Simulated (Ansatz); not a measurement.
## K on Ag(111): change of the work function

How does one ordered layer of K (top site) change the work function of Ag(111), and what dipole does each adsorbate carry?

Method: plane-wave DFT, LDA, Ansatz PAW, in Ansatz 0.2.0.

## (1) Starting point

The cell holds 4 atoms: 4 Ag. Cell: a = 2.892 Å, b = 2.892 Å, c = 25.084 Å, α = 90.0°, β = 90.0°, γ = 60.0°. Vacuum lies along c.

## (2) The clean slab

The bare slab comes first, as the zero from which every change is counted. The two lowest layers are held at bulk places and the upper ones relax. The dipole correction removes the false field that a one-sided slab makes across the periodic vacuum, so each face gets a flat vacuum level of its own.

Input file input.yaml:

```yaml
crystal:
  lattice:
    - [2.8920667351, 0.0, 0.0]
    - [1.4460333675, 2.504603262, 0.0]
    - [0.0, 0.0, 25.084087803]
  atoms:
    - { symbol: Ag, position: [0.0, 0.0, 0.3587931947] }
    - { symbol: Ag, position: [0.3333333333, 0.3333333333, 0.4529310649] }
    - { symbol: Ag, position: [0.6666666667, 0.6666666667, 0.5470689351] }
    - { symbol: Ag, position: [0.0, 0.0, 0.6412068053] }
kpoints:
  mp_grid: { grid: [12, 12, 1] }
hamiltonian:
  xc: lda
scf:
  occupations: { method: fermi_dirac, width: 0.1 }
  convergence: { dr2_threshold: 1.0e-08 }
efield:
  axis: 3
  dipole_correction: true
  ramp_position: 0.97
  ramp_width: 0.06
relax:
  f_tol: 0.02
  max_steps: 60
  constraints: [{ sites: [0, 1] }]
output:
  write_potential: true
  write_density: true
  volumetric_format: npy
```

On the command line:

```sh
$ ansatz run input.yaml --threads 4 --pin off --max-ram 6144MiB --backend cpu --events-out ev --progress --plain --runs-dir out
```

Log:

```text
Engine: ansatz 0.2.0, aarch64-unknown-linux-gnu
Pseudopotentials: kind: paw
Pseudopotential: Ag, paw, valence charge 19, recommended cutoff 420 eV (normal), Ag.paw.azcp
Functional definition: SPW92
  exchange = slater_x
  correlation = pw_c
Crystal: 4 atoms, lattice volume = 181.696 Å³
Basis set: ecut = 420 eV, 3551 PW (Γ)
Bands: 46, of which v1, the nominal top of the filled ones, is band 38 counted from 1 (37 counted from 0)
Symmetry: 6 space group operations
k-points: 19 of 144 (time reversal used)
Non-local potential: Ag, projectors of the file, l = 0: 3, l = 1: 2, l = 2: 2, l = 3: 1
PAW form: soft (Blöchl's): semilocal exchange-correlation on the pseudo side does not see the compensation charge
PAW frozen core: Ag, regenerated for the run's functional, and the local potential with it (the file was generated under x = pbe(κ = 0.804, μ = 0.219515), c = pbe(β = 0.066725))
PAW one-centre angular grid: Ag, 590 points (default); XC on 64 Gauss nodes
Initial density: superposition of atomic densities (neutral atoms: chi_scale 0, normalization atom), corrected by the library's trained network
Initial wavefunctions: pseudopotential atomic-orbital guess
Functional: x = slater, c = lda
SCF iter   1: F=—  HF=-29831.474248 eV  |F-HF|=—  |Δ(HF+E_count)|=         —  Δρ=7.87e-3  dr2=1.15e-1  ethr=1.77e-3  p=0.000 e·Å  D=4.57e-14 V/Å  ΔV_dip=-0.00 eV  dr2_dipole=6.92e-10  V_vac-E_F(+/−)=4.78/4.78 eV  ⟨swp⟩=8.3  Hψ=3742  notcnv=0  defer=17
efield: sawtooth ramp at fractional position 0.9700 (set: `efield.ramp_position`, or a place that a band, a saddle search or an elastic batch's reference lends), width 0.0600; the density the first Hamiltonian is built on has a dipole p = 0.000 e·Å; the dipole correction subtracts the counter field D = 4.57e-14 V/Å, which shifts the + side's vacuum level by -0.00 eV against the − side's; the planar-averaged density in the ramp window peaks in size at 3.3e-6 e/Å³
preconditioner: auto → LDOS  [metal: Δε(μ)=0.082 eV  Ē_g=9.260 eV  σ=0.100 eV  W_gap=0.20  n_scr=18 (ndim 8)  ℏωp=18.3 eV  f_vac=0.583  D(μ)=0.88/eV (n_scr^D=6)  β→1.0]
SCF iter   2: F=—  HF=-29831.514885 eV  |F-HF|=—  |Δ(HF+E_count)|=   4.06e-2  Δρ=1.23e-2  dr2=2.26e-1  ethr=1.52e-4  p=-0.000 e·Å  D=-7.40e-6 V/Å  ΔV_dip=0.00 eV  dr2_dipole=2.41e-9  V_vac-E_F(+/−)=4.94/4.93 eV  ⟨swp⟩=2.3  Hψ=1877  notcnv=0  defer=30
SCF iter   3: F=—  HF=-29831.447067 eV  |F-HF|=—  |Δ(HF+E_count)|=   6.78e-2  Δρ=1.30e-3  dr2=3.61e-3  ethr=1.52e-4  p=-0.000 e·Å  D=-1.11e-6 V/Å  ΔV_dip=0.00 eV  dr2_dipole=6.57e-10  V_vac-E_F(+/−)=4.86/4.86 eV  ⟨swp⟩=2.1  Hψ=1600  notcnv=0  defer=30
SCF iter   4: F=—  HF=-29831.446063 eV  |F-HF|=—  |Δ(HF+E_count)|=   1.00e-3  Δρ=1.66e-4  dr2=1.06e-4  ethr=4.75e-6  p=-0.000 e·Å  D=-1.55e-6 V/Å  ΔV_dip=0.00 eV  dr2_dipole=2.63e-10  V_vac-E_F(+/−)=4.88/4.88 eV  ⟨swp⟩=3.1  Hψ=1675  notcnv=0  defer=30
SCF iter   5: F=—  HF=-29831.446061 eV  |F-HF|=—  |Δ(HF+E_count)|=   1.95e-6  Δρ=4.35e-5  dr2=3.75e-6  ethr=1.39e-7  p=0.000 e·Å  D=3.46e-7 V/Å  ΔV_dip=-0.00 eV  dr2_dipole=1.34e-11  V_vac-E_F(+/−)=4.88/4.88 eV  ⟨swp⟩=2.0  Hψ=1347  notcnv=0  defer=30
SCF iter   6: F=—  HF=-29831.446109 eV  |F-HF|=—  |Δ(HF+E_count)|=   4.82e-5  Δρ=1.53e-5  dr2=6.06e-7  ethr=4.93e-9  p=0.000 e·Å  D=8.26e-10 V/Å  ΔV_dip=-0.00 eV  dr2_dipole=8.77e-13  V_vac-E_F(+/−)=4.88/4.88 eV  ⟨swp⟩=3.3  Hψ=1825  notcnv=0  defer=30
SCF iter   7: F=—  HF=-29831.446109 eV  |F-HF|=—  |Δ(HF+E_count)|=   9.03e-8  Δρ=3.72e-6  dr2=1.88e-8  ethr=7.97e-10  p=0.000 e·Å  D=5.00e-8 V/Å  ΔV_dip=-0.00 eV  dr2_dipole=1.06e-12  V_vac-E_F(+/−)=4.88/4.88 eV  ⟨swp⟩=2.0  Hψ=1260  notcnv=0  defer=28
SCF iter   8: F=-29831.446109 eV  HF=-29831.446109 eV  |F-HF|=1.06e-9  |Δ(HF+E_count)|=   9.65e-9  Δρ=1.20e-6  dr2=2.46e-9  ethr=1.32e-11  p=0.000 e·Å  D=3.14e-9 V/Å  ΔV_dip=-0.00 eV  dr2_dipole=7.06e-14  V_vac-E_F(+/−)=4.88/4.88 eV  ⟨swp⟩=8.8  Hψ=5185  notcnv=0
SCF 1 converged in 8 iterations: F = -29831.446109 eV  dr2 = 2.46e-9
  greatest PAW one-centre occupation: 1.002 electrons in one spin orbital (limit 2), on the Ag atom at site 1 (counted from 0), in its partial waves of l = 0
relax step   1: F+E_penalty+E_count = -29831.44610880 eV  Δ(F+E_penalty+E_count) = +0.000e0 eV  max|allowed force component| = 3.974e-1 eV/Å  Δτ_max = 0.0000 Å  (8 SCF iters, accepted)
Initial density: handed on by an earlier stage of this run
Initial wavefunctions: those handed on with the density
iter 1 solved again at ethr=6.79e-5 eV; its pass at ethr=3.10e-3 eV (dr2=5.16e-2 eV) is discarded
SCF iter   1: F=—  HF=-29831.521123 eV  |F-HF|=—  |Δ(HF+E_count)|=         —  Δρ=5.70e-3  dr2=5.72e-2  ethr=6.79e-5  p=0.000 e·Å  D=2.65e-9 V/Å  ΔV_dip=-0.00 eV  dr2_dipole=7.43e-4  V_vac-E_F(+/−)=4.87/4.87 eV  ⟨swp⟩=2.0  Hψ=3689  notcnv=0  defer=25
efield: sawtooth ramp at fractional position 0.9700 (set: `efield.ramp_position`, or a place that a band, a saddle search or an elastic batch's reference lends), width 0.0600; the density the first Hamiltonian is built on has a dipole p = 0.000 e·Å; the dipole correction subtracts the counter field D = 2.65e-9 V/Å, which shifts the + side's vacuum level by -0.00 eV against the − side's; the planar-averaged density in the ramp window peaks in size at 5.1e-7 e/Å³
preconditioner: auto → LDOS  [metal: Δε(μ)=0.033 eV  Ē_g=9.443 eV  σ=0.100 eV  W_gap=0.08  n_scr=18 (ndim 8)  ℏωp=18.3 eV  f_vac=0.591  D(μ)=0.77/eV (n_scr^D=6)  β→1.0]
SCF iter   2: F=—  HF=-29831.523883 eV  |F-HF|=—  |Δ(HF+E_count)|=   2.76e-3  Δρ=6.19e-3  dr2=9.09e-2  ethr=6.79e-5  p=-0.003 e·Å  D=-3.44e-3 V/Å  ΔV_dip=0.09 eV  dr2_dipole=8.24e-4  V_vac-E_F(+/−)=4.98/4.89 eV  ⟨swp⟩=2.1  Hψ=1673  notcnv=0  defer=25
SCF iter   3: F=—  HF=-29831.500907 eV  |F-HF|=—  |Δ(HF+E_count)|=   2.30e-2  Δρ=1.15e-3  dr2=2.48e-3  ethr=6.79e-5  p=0.002 e·Å  D=1.63e-3 V/Å  ΔV_dip=-0.04 eV  dr2_dipole=2.26e-4  V_vac-E_F(+/−)=4.83/4.88 eV  ⟨swp⟩=2.0  Hψ=1635  notcnv=0  defer=25
SCF iter   4: F=—  HF=-29831.500476 eV  |F-HF|=—  |Δ(HF+E_count)|=   4.31e-4  Δρ=4.15e-4  dr2=4.42e-4  ethr=3.26e-6  p=0.002 e·Å  D=1.58e-3 V/Å  ΔV_dip=-0.04 eV  dr2_dipole=3.99e-5  V_vac-E_F(+/−)=4.84/4.88 eV  ⟨swp⟩=2.2  Hψ=1580  notcnv=0  defer=26
SCF iter   5: F=—  HF=-29831.500424 eV  |F-HF|=—  |Δ(HF+E_count)|=   5.21e-5  Δρ=9.28e-5  dr2=1.87e-5  ethr=5.81e-7  p=0.002 e·Å  D=1.70e-3 V/Å  ΔV_dip=-0.04 eV  dr2_dipole=6.14e-8  V_vac-E_F(+/−)=4.84/4.88 eV  ⟨swp⟩=2.0  Hψ=1234  notcnv=0  defer=26
SCF iter   6: F=—  HF=-29831.500393 eV  |F-HF|=—  |Δ(HF+E_count)|=   3.12e-5  Δρ=3.30e-5  dr2=2.09e-6  ethr=2.46e-8  p=0.002 e·Å  D=1.77e-3 V/Å  ΔV_dip=-0.04 eV  dr2_dipole=1.16e-7  V_vac-E_F(+/−)=4.83/4.88 eV  ⟨swp⟩=2.0  Hψ=1403  notcnv=0  defer=26
SCF iter   7: F=—  HF=-29831.500448 eV  |F-HF|=—  |Δ(HF+E_count)|=   5.58e-5  Δρ=7.68e-6  dr2=9.69e-8  ethr=2.76e-9  p=0.002 e·Å  D=1.81e-3 V/Å  ΔV_dip=-0.05 eV  dr2_dipole=6.07e-9  V_vac-E_F(+/−)=4.83/4.88 eV  ⟨swp⟩=2.0  Hψ=1397  notcnv=0  defer=28
SCF iter   8: F=—  HF=-29831.500448 eV  |F-HF|=—  |Δ(HF+E_count)|=   3.69e-8  Δρ=3.23e-6  dr2=1.87e-8  ethr=1.28e-10  p=0.002 e·Å  D=1.82e-3 V/Å  ΔV_dip=-0.05 eV  dr2_dipole=3.80e-11  V_vac-E_F(+/−)=4.83/4.88 eV  ⟨swp⟩=3.1  Hψ=1847  notcnv=0  defer=28
SCF iter   9: F=-29831.500448 eV  HF=-29831.500448 eV  |F-HF|=2.29e-10  |Δ(HF+E_count)|=   1.11e-9  Δρ=7.49e-7  dr2=9.04e-10  ethr=1.32e-11  p=0.002 e·Å  D=1.82e-3 V/Å  ΔV_dip=-0.05 eV  dr2_dipole=6.13e-11  V_vac-E_F(+/−)=4.83/4.88 eV  ⟨swp⟩=8.3  Hψ=5173  notcnv=0
SCF 2 converged in 9 iterations: F = -29831.500448 eV  dr2 = 9.04e-10
relax step   2: F+E_penalty+E_count = -29831.50044849 eV  Δ(F+E_penalty+E_count) = -5.434e-2 eV  max|allowed force component| = 9.115e-2 eV/Å  Δτ_max = 0.1967 Å  (9 SCF iters, accepted)
SCF iter   1: F=—  HF=-29831.506762 eV  |F-HF|=—  |Δ(HF+E_count)|=         —  Δρ=1.96e-3  dr2=6.66e-3  ethr=8.85e-5  p=0.002 e·Å  D=1.82e-3 V/Å  ΔV_dip=-0.05 eV  dr2_dipole=8.97e-5  V_vac-E_F(+/−)=4.83/4.87 eV  ⟨swp⟩=4.8  Hψ=2469  notcnv=0  defer=29
efield: sawtooth ramp at fractional position 0.9700 (set: `efield.ramp_position`, or a place that a band, a saddle search or an elastic batch's reference lends), width 0.0600; the density the first Hamiltonian is built on has a dipole p = 0.002 e·Å; the dipole correction subtracts the counter field D = 1.82e-3 V/Å, which shifts the + side's vacuum level by -0.05 eV against the − side's; the planar-averaged density in the ramp window peaks in size at 6.5e-7 e/Å³
preconditioner: auto → LDOS  [metal: Δε(μ)=0.090 eV  Ē_g=9.487 eV  σ=0.100 eV  W_gap=0.22  n_scr=18 (ndim 8)  ℏωp=18.3 eV  f_vac=0.593  D(μ)=0.73/eV (n_scr^D=6)  β→1.0]
SCF iter   2: F=—  HF=-29831.506209 eV  |F-HF|=—  |Δ(HF+E_count)|=   5.52e-4  Δρ=1.73e-3  dr2=9.39e-3  ethr=8.76e-6  p=0.001 e·Å  D=6.62e-4 V/Å  ΔV_dip=-0.02 eV  dr2_dipole=9.39e-6  V_vac-E_F(+/−)=4.87/4.88 eV  ⟨swp⟩=3.4  Hψ=1973  notcnv=0  defer=29
SCF iter   3: F=—  HF=-29831.504185 eV  |F-HF|=—  |Δ(HF+E_count)|=   2.02e-3  Δρ=5.52e-4  dr2=7.95e-4  ethr=8.76e-6  p=0.003 e·Å  D=2.51e-3 V/Å  ΔV_dip=-0.06 eV  dr2_dipole=1.23e-5  V_vac-E_F(+/−)=4.81/4.87 eV  ⟨swp⟩=2.0  Hψ=1435  notcnv=0  defer=29
SCF iter   4: F=—  HF=-29831.504039 eV  |F-HF|=—  |Δ(HF+E_count)|=   1.46e-4  Δρ=1.85e-4  dr2=1.24e-4  ethr=1.05e-6  p=0.002 e·Å  D=2.08e-3 V/Å  ΔV_dip=-0.05 eV  dr2_dipole=1.77e-5  V_vac-E_F(+/−)=4.82/4.87 eV  ⟨swp⟩=2.2  Hψ=1387  notcnv=0  defer=29
SCF iter   5: F=—  HF=-29831.504019 eV  |F-HF|=—  |Δ(HF+E_count)|=   1.96e-5  Δρ=3.52e-5  dr2=3.62e-6  ethr=1.64e-7  p=0.002 e·Å  D=2.09e-3 V/Å  ΔV_dip=-0.05 eV  dr2_dipole=1.62e-7  V_vac-E_F(+/−)=4.82/4.87 eV  ⟨swp⟩=2.3  Hψ=1290  notcnv=0  defer=29
SCF iter   6: F=—  HF=-29831.504045 eV  |F-HF|=—  |Δ(HF+E_count)|=   2.62e-5  Δρ=1.34e-5  dr2=3.32e-7  ethr=4.77e-9  p=0.002 e·Å  D=2.10e-3 V/Å  ΔV_dip=-0.05 eV  dr2_dipole=6.06e-9  V_vac-E_F(+/−)=4.82/4.87 eV  ⟨swp⟩=2.0  Hψ=1293  notcnv=0  defer=29
SCF iter   7: F=-29831.504045 eV  HF=-29831.504045 eV  |F-HF|=3.52e-9  |Δ(HF+E_count)|=   5.72e-8  Δρ=2.50e-6  dr2=9.22e-9  ethr=1.32e-11  p=0.002 e·Å  D=2.11e-3 V/Å  ΔV_dip=-0.05 eV  dr2_dipole=5.59e-10  V_vac-E_F(+/−)=4.82/4.87 eV  ⟨swp⟩=8.0  Hψ=6595  notcnv=0
SCF 3 converged in 7 iterations: F = -29831.504045 eV  dr2 = 9.22e-9
relax step   3: F+E_penalty+E_count = -29831.50404509 eV  Δ(F+E_penalty+E_count) = -3.597e-3 eV  max|allowed force component| = 1.458e-2 eV/Å  Δτ_max = 0.0604 Å  (7 SCF iters, accepted)
NSCF: frozen V_eff on 19 k-points
the band table was solved once a step of the walk had ended and its energy, with any forces and stress, was formed, with the checks that follow a solve (4624 applications of the Hamiltonian). They found nothing against the state; the energy, forces and stress were not computed again (output.eigenvalues in the input reference)
WARN: The output density's exchange-correlation potential varies sharply where the density is thin. Do not read a vacuum level from v_tot or v_xc, or from such a field of the output density. On a cell that repeats whose density bears no net charge and no dipole along the vacuum's axis use v_es (v_loc + v_h of the components); under efield.dipole_correction with no amplitude use v_es + v_field, which holds any externa [...]
SCF converged after 7 iterations
Free energy (F): -29831.504045 eV
Harris-Foulkes:  -29831.504045 eV  (|F-HF|=3.52e-9)
Internal energy: -29831.477606 eV  (E = F + TS)
E sigma→0 (E₀):  -29831.490826 eV
Entropy (-TS):   -0.026439 eV (-6.610 meV/atom)
Fermi energy:    3.370854 eV
Dipole field:    D = 0.002143 V/Å  (p = 0.002152 e·Å, saw-weighted, corrected)
Work function:   Φ+ = 4.8208 eV   Φ− = 4.8745 eV
Levels:          The Fermi level and band energies are counted from a zero that moves with the ramp; work functions are not
--- Per-component energies (eV) ---
  E_band       = -1989.156438
  E_kinetic    = 2110.200918
  E_local      = -134604.956253  (includes V_loc(G=0)·N_el)
  E_nonlocal   = 346.593469
  E_hartree    = 66375.118441
  E_xc         = -733.597906
  E_vxc        = -936.944796  (∫ρ·V_xc dr)
  E_paw        = -15082.003065  (= ΣΔE_a)
  E_vpaw       = -1654.296709  (= ΣTr[D̂ρ^β])
  E_aug_tail   = 0.001044  (compensation charges beyond the density's cutoff)
  E_efield     = 0.000002  (sawtooth field / dipole correction)
  E_vefield    = 0.015877  (∫n·V_field dr)
  E_ewald      = 51754.266515
  E_core_change = 2.899230  (= ΣΔE_core)
  E_smearing   = -0.026439  (= −TS)
  E_closure    = 0.000000  (closes the sum)
  Σ components = -29831.504045   (vs F -29831.504045, Δ=0.00e0)
--- Forces (eV/Å), atoms counted from 1 ---
  atom   1  Ag     0.00000000    -0.00000000     0.37452566
  atom   2  Ag    -0.00000000     0.00000000    -0.39555172
  atom   3  Ag    -0.00000000    -0.00000000     0.01458265
  atom   4  Ag    -0.00000000    -0.00000000     0.00640197
  max |Σ_I F_I| component: 4.14e-5 eV/Å
--- Band table (eV; the first three rows and the last of 19) ---
  k-point 0: bands = [... 34 lower, 0.0081, 0.1250, 0.1250, 0.4679, 0.4679, 2.4384, 3.6947, 7.8003, ... 4 higher]
  k-point 1: bands = [... 34 lower, -0.0250, 0.0334, 0.1257, 0.4770, 0.7045, 2.7273, 4.1082, 7.9390, ... 4 higher]
  k-point 2: bands = [... 34 lower, -0.1689, 0.0385, 0.1286, 0.5001, 1.2759, 3.4254, 5.1100, 8.3520, ... 4 higher]
  k-point 18: bands = [... 34 lower, 0.3768, 0.3936, 6.5773, 6.7709, 6.7877, 7.6201, 7.6361, 8.0201, ... 4 higher]
--- Relaxed structure (3 steps of the walk, 3 accepted, 0 SCFs on fresh bases) ---
  F+E_penalty+E_count = -29831.50404509 eV   max|allowed force component| = 1.458e-2 eV/Å
  atoms:
    - { symbol: Ag, position: [0.0, 0.0, 0.3587931947] }
    - { symbol: Ag, position: [0.333333, 0.333333, 0.452931] }
    - { symbol: Ag, position: [0.666667, 0.666667, 0.541778] }
    - { symbol: Ag, position: [-8.480374e-18, 3.799364e-18, 0.630956] }
```

Run time: 11 s. Hardware: 4 threads of Arm Neoverse V1, shared host; peak memory 0.49 GiB.

The steps of the relaxation:

| step | energy less that of the first step (eV) | largest force component (eV/Å) |
| --- | --- | --- |
| 1 | 0.0000 | 0.3974 |
| 2 | -0.0543 | 0.0912 |
| 3 | -0.0579 | 0.0146 |

Forces are held to the 6 operations that the program found; a distortion that breaks them can't arise in this run.

The atoms that moved most (Å):

| atom | dx | dy | dz | length |
| --- | --- | --- | --- | --- |
| Ag4 | 0.000 | 0.000 | -0.257 | 0.257 |
| Ag3 | 0.000 | 0.000 | -0.133 | 0.133 |

Final coordinates:

```cif
data_structure
_symmetry_space_group_name_H-M 'P 1'
_symmetry_Int_Tables_number 1
_cell_length_a 2.8921
_cell_length_b 2.8921
_cell_length_c 25.0841
_cell_angle_alpha 90.000
_cell_angle_beta 90.000
_cell_angle_gamma 60.000
_cell_volume 181.70
loop_
_atom_site_label
_atom_site_type_symbol
_atom_site_fract_x
_atom_site_fract_y
_atom_site_fract_z
_atom_site_occupancy
Ag1 Ag 0.00000 0.00000 0.35879 1
Ag2 Ag 0.33333 0.33333 0.45293 1
Ag3 Ag 0.66667 0.66667 0.54178 1
Ag4 Ag 0.00000 0.00000 0.63096 1
```

This step gave:

| Quantity | Value |
| --- | --- |
| energy at zero smearing | -29831.4908 eV |
| work function, upper face | 4.821 eV |
| work function, lower face | 4.875 eV |
| dipole along the normal | 0.002152 e·Å |
| step between the vacuum levels | -0.05375 eV |

Running mean over 2.361 Å of the planar mean; the ramp of the sawtooth is left out. The electron's electrostatic potential energy less the Fermi level by z:

```csv
z (Å),electron's electrostatic potential energy less the Fermi level (eV)
3.5,4.87
4.0,4.87
4.5,4.87
5.0,4.87
5.5,4.86
6.0,4.81
6.5,4.63
7.0,3.92
7.5,1.61
8.0,-1.90
8.5,-4.64
9.0,-5.55
9.5,-5.69
10.0,-5.73
10.5,-5.75
11.0,-5.80
11.5,-5.96
12.0,-6.44
12.5,-6.69
13.0,-6.41
13.5,-6.01
14.0,-6.22
14.5,-6.59
15.0,-6.52
15.5,-6.03
16.0,-5.49
16.5,-3.93
17.0,-0.722
17.5,2.56
18.0,4.24
18.5,4.66
19.0,4.78
19.5,4.81
20.0,4.82
20.5,4.82
21.0,4.82
21.5,4.82
22.0,4.82
```

The relaxation took 3 steps and lowered the energy by 0.058 eV; the largest force on the free atoms ends at 0.015 eV/Å.

The work function of the upper face is 4.82 eV.

[end of part 1 of 4]

[Long decimals in the printed logs are rounded to 6 places.]

[Logs are printed without paths, hosts, clocks, repeated set-up lines and the standing remarks that a program may print on its own settings, such as how far it seeks lower states.]

[Hosts, paths, dates, database ids (printed as entryN), source tags and the programs' standing remarks are cut or masked in the printed files.]

[Maps of the electrostatic potential energy from Ansatz leave out the sawtooth potential of an applied field or a dipole correction, so their vacuum need not be flat; planar profiles and work functions include it.]
